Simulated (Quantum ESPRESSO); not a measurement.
# HfN (Fm-3m): from the cell to the phonon bands

How does HfN (Fm-3m) vibrate, and is this structure a minimum?

Main program and level: Quantum ESPRESSO 7.5; DFT PBE, scalar-relativistic, plane waves, GBRV ultrasoft pseudopotentials.

The database entry behind the starting cell differs from later determinations by our own check (about 0.3 % short), so it need not match the best structure at ambient conditions.

**1. Set-up**

The structure is cubic, space group Fm-3m (No. 225). The conventional cell has a = 4.512 Å, b = 4.512 Å, c = 4.512 Å, α = 90.00°, β = 90.00°, γ = 90.00°. Hf has 6 N at 2.26 Å nearest. Nearest to N lie 6 Hf at 2.26 Å. Farther neighbours and most contacts between anions are not listed.

**2. A first look**

Before anything dear is run, a loose run with smearing shows whether this is a metal and how far the cell is from rest.

The input, probe.in:

```
 &control
    calculation='scf',
    prefix='x',
    outdir='./tmp',
    pseudo_dir='./pseudo',
    tprnfor=.true.,
    tstress=.true.,
    verbosity='high',
 /
 &system
    ibrav=2,
    celldm(1)=8.52644427,
    nat=2,
    ntyp=2,
    ecutwfc=45.0,
    ecutrho=270.0,
    occupations='smearing',
    smearing='gaussian',
    degauss=0.01,
 /
 &electrons
    conv_thr=1.0d-07,
    mixing_beta=0.7,
    electron_maxstep=100,
 /
ATOMIC_SPECIES
 Hf    178.4900  Hf.upf
 N      14.0070  N.upf
ATOMIC_POSITIONS crystal
 Hf     0.000000000   0.000000000   0.000000000
 N      0.500000000   0.500000000   0.500000000
K_POINTS automatic
 8 8 8 0 0 0
```

Started as:

```console
$ OMP_NUM_THREADS=1 mpirun -n 4 pw.x -nk 4 -in probe.in > probe.out
```

Output:

```text
[banners, grids, parts of the stress and lines that vanish by symmetry left out]
Program PWSCF v.7.5
     bravais-lattice index     =            2
     lattice parameter (alat)  =       8.5264  a.u.
[...]
kinetic-energy cutoff     =      45.0000  Ry
     charge density cutoff     =     270.0000  Ry
     scf convergence threshold =      1.0E-07
[...]
Exchange-correlation= SLA  PW   PBE  PBE
                           (   1   4   3   4   0   0   0)
[...]
48 Sym. Ops., with inversion, found
[...]
(     0          1          0      )
                  (     0          0          1      )
[...]
(  0.0000000  1.0000000  0.0000000 )
                  (  0.0000000  0.0000000  1.0000000 )
[...]
(     1          0         -1      )
                  (     0          0         -1      )
[...]
(  0.0000000 -1.0000000  0.0000000 )
[...]
(     0          1         -1      )
                  (     0          1          0      )
[...]
( -1.0000000  0.0000000  0.0000000 )
                  (  0.0000000  1.0000000  0.0000000 )
[...]
number of k points=    29  Gaussian smearing, width (Ry)=  0.0100
[...]
End of self-consistent calculation
[...]
the Fermi energy is    18.9751 ev
!    total energy              =    -179.35658874 Ry
[...]
convergence has been achieved in   8 iterations
[...]
atom    1 type  1   force =     0.00000000    0.00000000   -0.00000000
     atom    2 type  2   force =     0.00000000    0.00000000    0.00000000
[...]
Total force =     0.000000     Total SCF correction =     0.000000
[...]
total   stress  (Ry/bohr**3)                   (kbar)     P=       57.83
[...]
XML data file, charge density, pseudopotentials, collected wavefunctions

   JOB DONE.
```

Elapsed: 2.7 s, on 4 MPI ranks of Arm Neoverse V1, shared host; 10 s of CPU time.

This step gave:

```
volume per atom   : 11.48 Å³
pressure          : 5.783 GPa
gap on the k-mesh : 0 eV
```

No gap opens on this mesh, so smearing is kept; the start stands at 5.8 GPa.

**3. Relaxation**

The relaxation runs at a cutoff a fifth above that of the response, since stress converges more slowly with the basis than frequencies do. Forces and stress are brought to rest with tight thresholds.

The input, relax.in:

```
 &control
    calculation='vc-relax',
    prefix='x',
    outdir='./tmp',
    pseudo_dir='./pseudo',
    tprnfor=.true.,
    tstress=.true.,
    forc_conv_thr=2.0d-05,
    etot_conv_thr=1.0d-07,
    nstep=40,
 /
 &system
    ibrav=2,
    celldm(1)=8.52644427,
    nat=2,
    ntyp=2,
    ecutwfc=54,
    ecutrho=324.0,
    occupations='smearing',
    smearing='mv',
    degauss=0.02,
 /
 &electrons
    conv_thr=1.0d-11,
    mixing_beta=0.7,
    electron_maxstep=100,
 /
 &ions
 /
 &cell
    press_conv_thr=0.2,
 /
ATOMIC_SPECIES
 Hf    178.4900  Hf.upf
 N      14.0070  N.upf
ATOMIC_POSITIONS crystal
 Hf     0.000000000   0.000000000   0.000000000
 N      0.500000000   0.500000000   0.500000000
K_POINTS automatic
 14 14 14 0 0 0
```

Started as:

```console
$ OMP_NUM_THREADS=1 mpirun -n 4 pw.x -nk 4 -in relax.in > relax.out
```

Output:

```text
[banners, grids, parts of the stress and lines that vanish by symmetry left out]
[banner, memory and clock lines left out]
Program PWSCF v.7.5

[...]
kinetic-energy cutoff     =      54.0000  Ry
     charge density cutoff     =     324.0000  Ry
     scf convergence threshold =      1.0E-11
[...]
energy convergence thresh.=      1.0E-07
     force convergence thresh. =      2.0E-05
     press convergence thresh. =      2.0E-01
     Exchange-correlation= SLA  PW   PBE  PBE
                           (   1   4   3   4   0   0   0)
[...]
48 Sym. Ops., with inversion, found
[...]
number of k points=   104  Marzari-Vanderbilt smearing, width (Ry)=  0.0200
[...]
End of self-consistent calculation
[...]
the Fermi energy is    18.9904 ev
!    total energy              =    -179.35804457 Ry
[...]
convergence has been achieved in  11 iterations
[...]
atom    1 type  1   force =     0.00000000    0.00000000    0.00000000
     atom    2 type  2   force =     0.00000000    0.00000000    0.00000000
     Total force =     0.000000     Total SCF correction =     0.000000
[...]
total   stress  (Ry/bohr**3)                   (kbar)     P=       58.04
[...]
number of bfgs steps    =   0
[...]
CELL_PARAMETERS (alat=  8.52644427)
[...]
ATOMIC_POSITIONS (crystal)
Hf               0.0000000000        0.0000000000        0.0000000000
N                0.5000000000        0.5000000000        0.5000000000
[...]
New effective cutoffs (rho, wfc):  317.35   52.94
[...]
End of self-consistent calculation
[...]
the Fermi energy is    18.4218 ev
!    total energy              =    -179.35855766 Ry
[...]
convergence has been achieved in   8 iterations
[...]
atom    1 type  1   force =     0.00000000    0.00000000    0.00000000
     atom    2 type  2   force =     0.00000000   -0.00000000    0.00000000
     Total force =     0.000000     Total SCF correction =     0.000000
[...]
total   stress  (Ry/bohr**3)                   (kbar)     P=      -23.34
[...]
number of bfgs steps    =   1
[...]
CELL_PARAMETERS (alat=  8.52644427)
[...]
ATOMIC_POSITIONS (crystal)
Hf               0.0000000000        0.0000000000        0.0000000000
N                0.5000000000        0.5000000000        0.5000000000
[...]
New effective cutoffs (rho, wfc):  319.17   53.25
[...]
End of self-consistent calculation
[...]
the Fermi energy is    18.5854 ev
!    total energy              =    -179.35866975 Ry
[...]
convergence has been achieved in   8 iterations
[...]
atom    1 type  1   force =     0.00000000    0.00000000    0.00000000
     atom    2 type  2   force =    -0.00000000   -0.00000000   -0.00000000
     Total force =     0.000000     Total SCF correction =     0.000000
[...]
total   stress  (Ry/bohr**3)                   (kbar)     P=       -0.80
[...]
number of bfgs steps    =   2
[...]
CELL_PARAMETERS (alat=  8.52644427)
[...]
ATOMIC_POSITIONS (crystal)
[...]
New effective cutoffs (rho, wfc):  319.23   53.26
[...]
End of self-consistent calculation
[...]
the Fermi energy is    18.5911 ev
!    total energy              =    -179.35866988 Ry
[...]
convergence has been achieved in   6 iterations
[...]
atom    1 type  1   force =     0.00000000    0.00000000   -0.00000000
     atom    2 type  2   force =    -0.00000000    0.00000000   -0.00000000
     Total force =     0.000000     Total SCF correction =     0.000000
[...]
total   stress  (Ry/bohr**3)                   (kbar)     P=        0.01
[...]
number of bfgs steps    =   3
[...]
small trust_radius: resetting bfgs history
[...]
CELL_PARAMETERS (alat=  8.52644427)
[...]
ATOMIC_POSITIONS (crystal)
[...]
New effective cutoffs (rho, wfc):  319.23   53.26
[...]
End of self-consistent calculation
[...]
the Fermi energy is    18.5910 ev
!    total energy              =    -179.35866988 Ry
[...]
convergence has been achieved in   4 iterations
[...]
atom    1 type  1   force =    -0.00000000    0.00000000    0.00000000
     atom    2 type  2   force =    -0.00000000    0.00000000   -0.00000000
     Total force =     0.000000     Total SCF correction =     0.000000
[...]
total   stress  (Ry/bohr**3)                   (kbar)     P=       -0.00
[...]
bfgs converged in   5 scf cycles and   4 bfgs steps
[...]
End of BFGS Geometry Optimization
     Final enthalpy           =    -179.3586698776 Ry
     File ./tmp/x.bfgs deleted, as requested
[...]
CELL_PARAMETERS (alat=  8.52644427)
[...]
ATOMIC_POSITIONS (crystal)
Hf              -0.0000000000        0.0000000000        0.0000000000
N                0.5000000000        0.5000000000        0.5000000000
[...]
Final scf calculation at the relaxed structure.
[...]
kinetic-energy cutoff     =      54.0000  Ry
     charge density cutoff     =     324.0000  Ry
     scf convergence threshold =      1.0E-13
[...]
press convergence thresh. =      2.0E-01
     Exchange-correlation= SLA  PW   PBE  PBE
                           (   1   4   3   4   0   0   0)
[...]
48 Sym. Ops., with inversion, found
[...]
number of k points=   104  Marzari-Vanderbilt smearing, width (Ry)=  0.0200
[...]
End of self-consistent calculation
[...]
the Fermi energy is    18.5909 ev
!    total energy              =    -179.35869314 Ry
[...]
convergence has been achieved in  13 iterations
[...]
atom    1 type  1   force =    -0.00000000   -0.00000000   -0.00000000
     atom    2 type  2   force =    -0.00000000   -0.00000000    0.00000000
     Total force =     0.000000     Total SCF correction =     0.000000
[...]
total   stress  (Ry/bohr**3)                   (kbar)     P=        0.21
[...]
XML data file, charge density, pseudopotentials, collected wavefunctions
```

The job ended after 40 s (4 MPI ranks; 2.7 min of CPU time).

Step by step:

```
step  energy less that of the first step (eV)  largest force (eV/Å)  pressure (GPa)  volume (Å³)
   1                                   0.0000                0.0000            5.80        22.96
   2                                  -0.0070                0.0000           -2.33        23.65
   3                                  -0.0085                0.0000           -0.08        23.45
   4                                  -0.0085                0.0000            0.00        23.44
   5                                  -0.0085                0.0000            0.00        23.44
   6                                  -0.0088                0.0000            0.02        23.44
```

```
conventional cell, symmetrised  before  after  change
                         a (Å)   4.512  4.543  +0.7 %
                         b (Å)   4.512  4.543  +0.7 %
                         c (Å)   4.512  4.543  +0.7 %
              volume (Å³/atom)   11.48  11.72  +2.1 %
```

Final coordinates:

```xyz
2
Lattice="-2.2716 0.0000 2.2716 0.0000 2.2716 2.2716 -2.2716 2.2716 0.0000" Properties=species:S:1:pos:R:3 pbc="T T T"
Hf    0.0000    0.0000    0.0000
N    -2.2716    2.2716    2.2716
```

The last row of the table of steps is pw.x's closing run on a basis chosen anew for the final cell, so its energy can jump.

This step gave:

```yaml
volume_per_atom: 11.72 Å³
pressure: 0.021 GPa
```

The volume changes by +2.1 % from the cell with which this run began.

**4. Self-consistent run for the response**

Perturbation theory inherits every error of the wavefunctions, so the threshold is set near the limit of the arithmetic. Smearing stays on, as the first look found no gap above 0.3 eV.

The input, scf.in:

```
 &control
    calculation='scf',
    prefix='x',
    outdir='./tmp',
    pseudo_dir='./pseudo',
    tprnfor=.true.,
    tstress=.true.,
 /
 &system
    ibrav=2,
    celldm(1)=8.58524326,
    nat=2,
    ntyp=2,
    ecutwfc=45.0,
    ecutrho=270.0,
    occupations='smearing',
    smearing='mv',
    degauss=0.02,
 /
 &electrons
    conv_thr=1.0d-12,
    mixing_beta=0.7,
    electron_maxstep=100,
 /
ATOMIC_SPECIES
 Hf    178.4900  Hf.upf
 N      14.0070  N.upf
ATOMIC_POSITIONS crystal
 Hf     0.000000000   0.000000000   0.000000000
 N      0.500000000   0.500000000   0.500000000
K_POINTS automatic
 15 15 15 0 0 0
```

Started as:

```console
$ OMP_NUM_THREADS=1 mpirun -n 4 pw.x -nk 4 -in scf.in > scf.out
```

Output:

```text
[banners, grids, parts of the stress and lines that vanish by symmetry left out]
[banner, memory and clock lines left out]
Program PWSCF v.7.5

[...]
kinetic-energy cutoff     =      45.0000  Ry
     charge density cutoff     =     270.0000  Ry
     scf convergence threshold =      1.0E-12
[...]
Exchange-correlation= SLA  PW   PBE  PBE
                           (   1   4   3   4   0   0   0)
[...]
48 Sym. Ops., with inversion, found
[...]
number of k points=   120  Marzari-Vanderbilt smearing, width (Ry)=  0.0200
[...]
End of self-consistent calculation
[...]
the Fermi energy is    18.5845 ev
!    total energy              =    -179.35814547 Ry
[...]
convergence has been achieved in  14 iterations
[...]
atom    1 type  1   force =     0.00000000    0.00000000   -0.00000000
     atom    2 type  2   force =     0.00000000   -0.00000000    0.00000000
     Total force =     0.000000     Total SCF correction =     0.000000
[...]
total   stress  (Ry/bohr**3)                   (kbar)     P=       -2.72
[...]
XML data file, charge density, pseudopotentials, collected wavefunctions
```

The job ended after 7.9 s (4 MPI ranks; 31 s of CPU time).

Read from the output:

```
pressure : -0.272 GPa
```

The cell stands at -0.27 GPa, close enough for stiff modes, while soft ones can move.

**5. Levels on a dense mesh**

The coupling is a sum over pairs of states at the Fermi level and needs a much denser mesh than the density does.

scf_fit.in, as its differences from scf.in of step 4:

```diff
@@ -18,5 +18,6 @@
     degauss=0.02,
+    la2F=.true.,
  /
  &electrons
-    conv_thr=1.0d-12,
+    conv_thr=1.0d-10,
     mixing_beta=0.7,
@@ -31,2 +32,2 @@
 K_POINTS automatic
- 15 15 15 0 0 0
+ 30 30 30 0 0 0
```

Started as:

```console
$ OMP_NUM_THREADS=1 mpirun -n 4 pw.x -nk 4 -in scf_fit.in > scf_fit.out
```

Output:

```text
[banners, grids, parts of the stress and lines that vanish by symmetry left out]
[banner, memory and clock lines left out]
Program PWSCF v.7.5

[...]
kinetic-energy cutoff     =      45.0000  Ry
     charge density cutoff     =     270.0000  Ry
     scf convergence threshold =      1.0E-10
[...]
Exchange-correlation= SLA  PW   PBE  PBE
                           (   1   4   3   4   0   0   0)
[...]
48 Sym. Ops., with inversion, found
[...]
number of k points=   752  Marzari-Vanderbilt smearing, width (Ry)=  0.0200
[...]
End of self-consistent calculation
[...]
the Fermi energy is    18.5909 ev
!    total energy              =    -179.35811032 Ry
[...]
convergence has been achieved in  10 iterations
[...]
atom    1 type  1   force =    -0.00000000   -0.00000000   -0.00000000
     atom    2 type  2   force =     0.00000000    0.00000000    0.00000000
     Total force =     0.000000     Total SCF correction =     0.000000
[...]
total   stress  (Ry/bohr**3)                   (kbar)     P=       -2.70
[...]
XML data file, charge density, pseudopotentials, collected wavefunctions
```

Elapsed: 30 s, on 4 MPI ranks.

Read from the output:

- pressure: -0.27 GPa

**6. Self-consistent run for the response**

The run on the dense mesh left its levels for the electron-phonon sums; ph.x needs the ground state on the coarse mesh, so pw.x runs once more in the same folder.

scf.in is that of step 4.

Started as:

```console
$ OMP_NUM_THREADS=1 mpirun -n 4 pw.x -nk 4 -in scf.in > scf.out
```

Output:

```text
[banners, grids, parts of the stress and lines that vanish by symmetry left out]
[banner, memory and clock lines left out]
Program PWSCF v.7.5

[...]
kinetic-energy cutoff     =      45.0000  Ry
     charge density cutoff     =     270.0000  Ry
     scf convergence threshold =      1.0E-12
[...]
Exchange-correlation= SLA  PW   PBE  PBE
                           (   1   4   3   4   0   0   0)
[...]
48 Sym. Ops., with inversion, found
[...]
number of k points=   120  Marzari-Vanderbilt smearing, width (Ry)=  0.0200
[...]
End of self-consistent calculation
[...]
the Fermi energy is    18.5845 ev
!    total energy              =    -179.35814547 Ry
[...]
convergence has been achieved in  14 iterations
[...]
atom    1 type  1   force =     0.00000000    0.00000000   -0.00000000
     atom    2 type  2   force =     0.00000000   -0.00000000    0.00000000
     Total force =     0.000000     Total SCF correction =     0.000000
[...]
total   stress  (Ry/bohr**3)                   (kbar)     P=       -2.72
[...]
XML data file, charge density, pseudopotentials, collected wavefunctions
```

The job ended after 8 s (4 MPI ranks).

Read from the output:

```
pressure : -0.272 GPa
```

[end of part 1 of 4]

[Host names and launcher messages were left out of these logs when they were recorded.]

[Logs are printed without paths, hosts, clocks, repeated set-up lines and the standing remarks that a program may print on its own settings, such as how far it seeks lower states.]

[Hosts, paths, dates, database ids (printed as entryN), source tags and the programs' standing remarks are cut or masked in the printed files.]
